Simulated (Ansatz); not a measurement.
An input for Ansatz 0.2.0 (V2O5 (Pmmn)):

```yaml
crystal:
  lattice:
    - [3.564, 0.0, 0.0]
    - [0.0, 11.512, 0.0]
    - [0.0, 0.0, 4.368]
  atoms:
    - { symbol: V, position: [0.0, 0.85118, 0.1083] }
    - { symbol: V, position: [0.0, 0.14882, 0.1083] }
    - { symbol: V, position: [0.5, 0.35118, 0.8917] }
    - { symbol: V, position: [0.5, 0.64882, 0.8917] }
    - { symbol: O, position: [0.0, 0.8543, 0.469] }
    - { symbol: O, position: [0.0, 0.1457, 0.469] }
    - { symbol: O, position: [0.5, 0.3543, 0.531] }
    - { symbol: O, position: [0.5, 0.6457, 0.531] }
    - { symbol: O, position: [0.0, 0.6811, 0.997] }
    - { symbol: O, position: [0.0, 0.3189, 0.997] }
    - { symbol: O, position: [0.5, 0.1811, 0.003] }
    - { symbol: O, position: [0.5, 0.8189, 0.003] }
    - { symbol: O, position: [0.0, 0.0, 0.999] }
    - { symbol: O, position: [0.5, 0.5, 0.001] }
kpoints:
  mp_grid: { grid: [4, 2, 4] }
  band_path:
    path:
      - [0.0, 0.0, 0.0]
      - [0.5, 0.0, 0.0]
      - [0.5, 0.5, 0.0]
      - [0.0, 0.5, 0.0]
      - [0.0, 0.0, 0.5]
      - [0.5, 0.0, 0.5]
      - [0.5, 0.5, 0.5]
      - [0.0, 0.5, 0.5]
      - [0.45, 0.0, 0.5]
    npoints: 1
hamiltonian:
  xc: pbe0
scf:
  occupations: { method: fixed }
  n_extra_bands: 8
output:
  eigenvalues: true
```

```sh
ansatz run input.yaml --threads 3 --pin off --max-ram 92160MiB --backend cuda --events-out ev --progress --plain --runs-dir out --devices 1 --max-vram 13GiB  # rebuilt from the run's record
```

How long will it take on 1 × NVIDIA H100 80GB HBM3 (shared by 6 runs) with 3 threads of AMD EPYC 7R13 (Zen 3), shared host, and how much memory?

It took 39 s; on shared hardware allow 20 s to 78 s. Peak host memory was 1.7 GiB. The sizes that set the cost: 3495 plane waves a state, 18 irreducible k points and 21 SCF cycles.

Exact exchange couples every pair of k points and filled bands, so it costs far more than a semilocal run.

[Paths, hosts, dates, memory and timing lines, banners, echoed tables and standing remarks are left out of the program output.]

[Logs are printed without paths, hosts, clocks, repeated set-up lines and the standing remarks that a program may print on its own settings, such as how far it seeks lower states.]

[Runs of the session that timed out or met a known fault of the program may be left out.]

[Cells called generated may have been cut or substituted from an entry of the Crystallography Open Database or the Materials Project.]

[Hosts, paths, dates, database ids (printed as entryN), source tags and the programs' standing remarks are cut or masked in the printed files.]
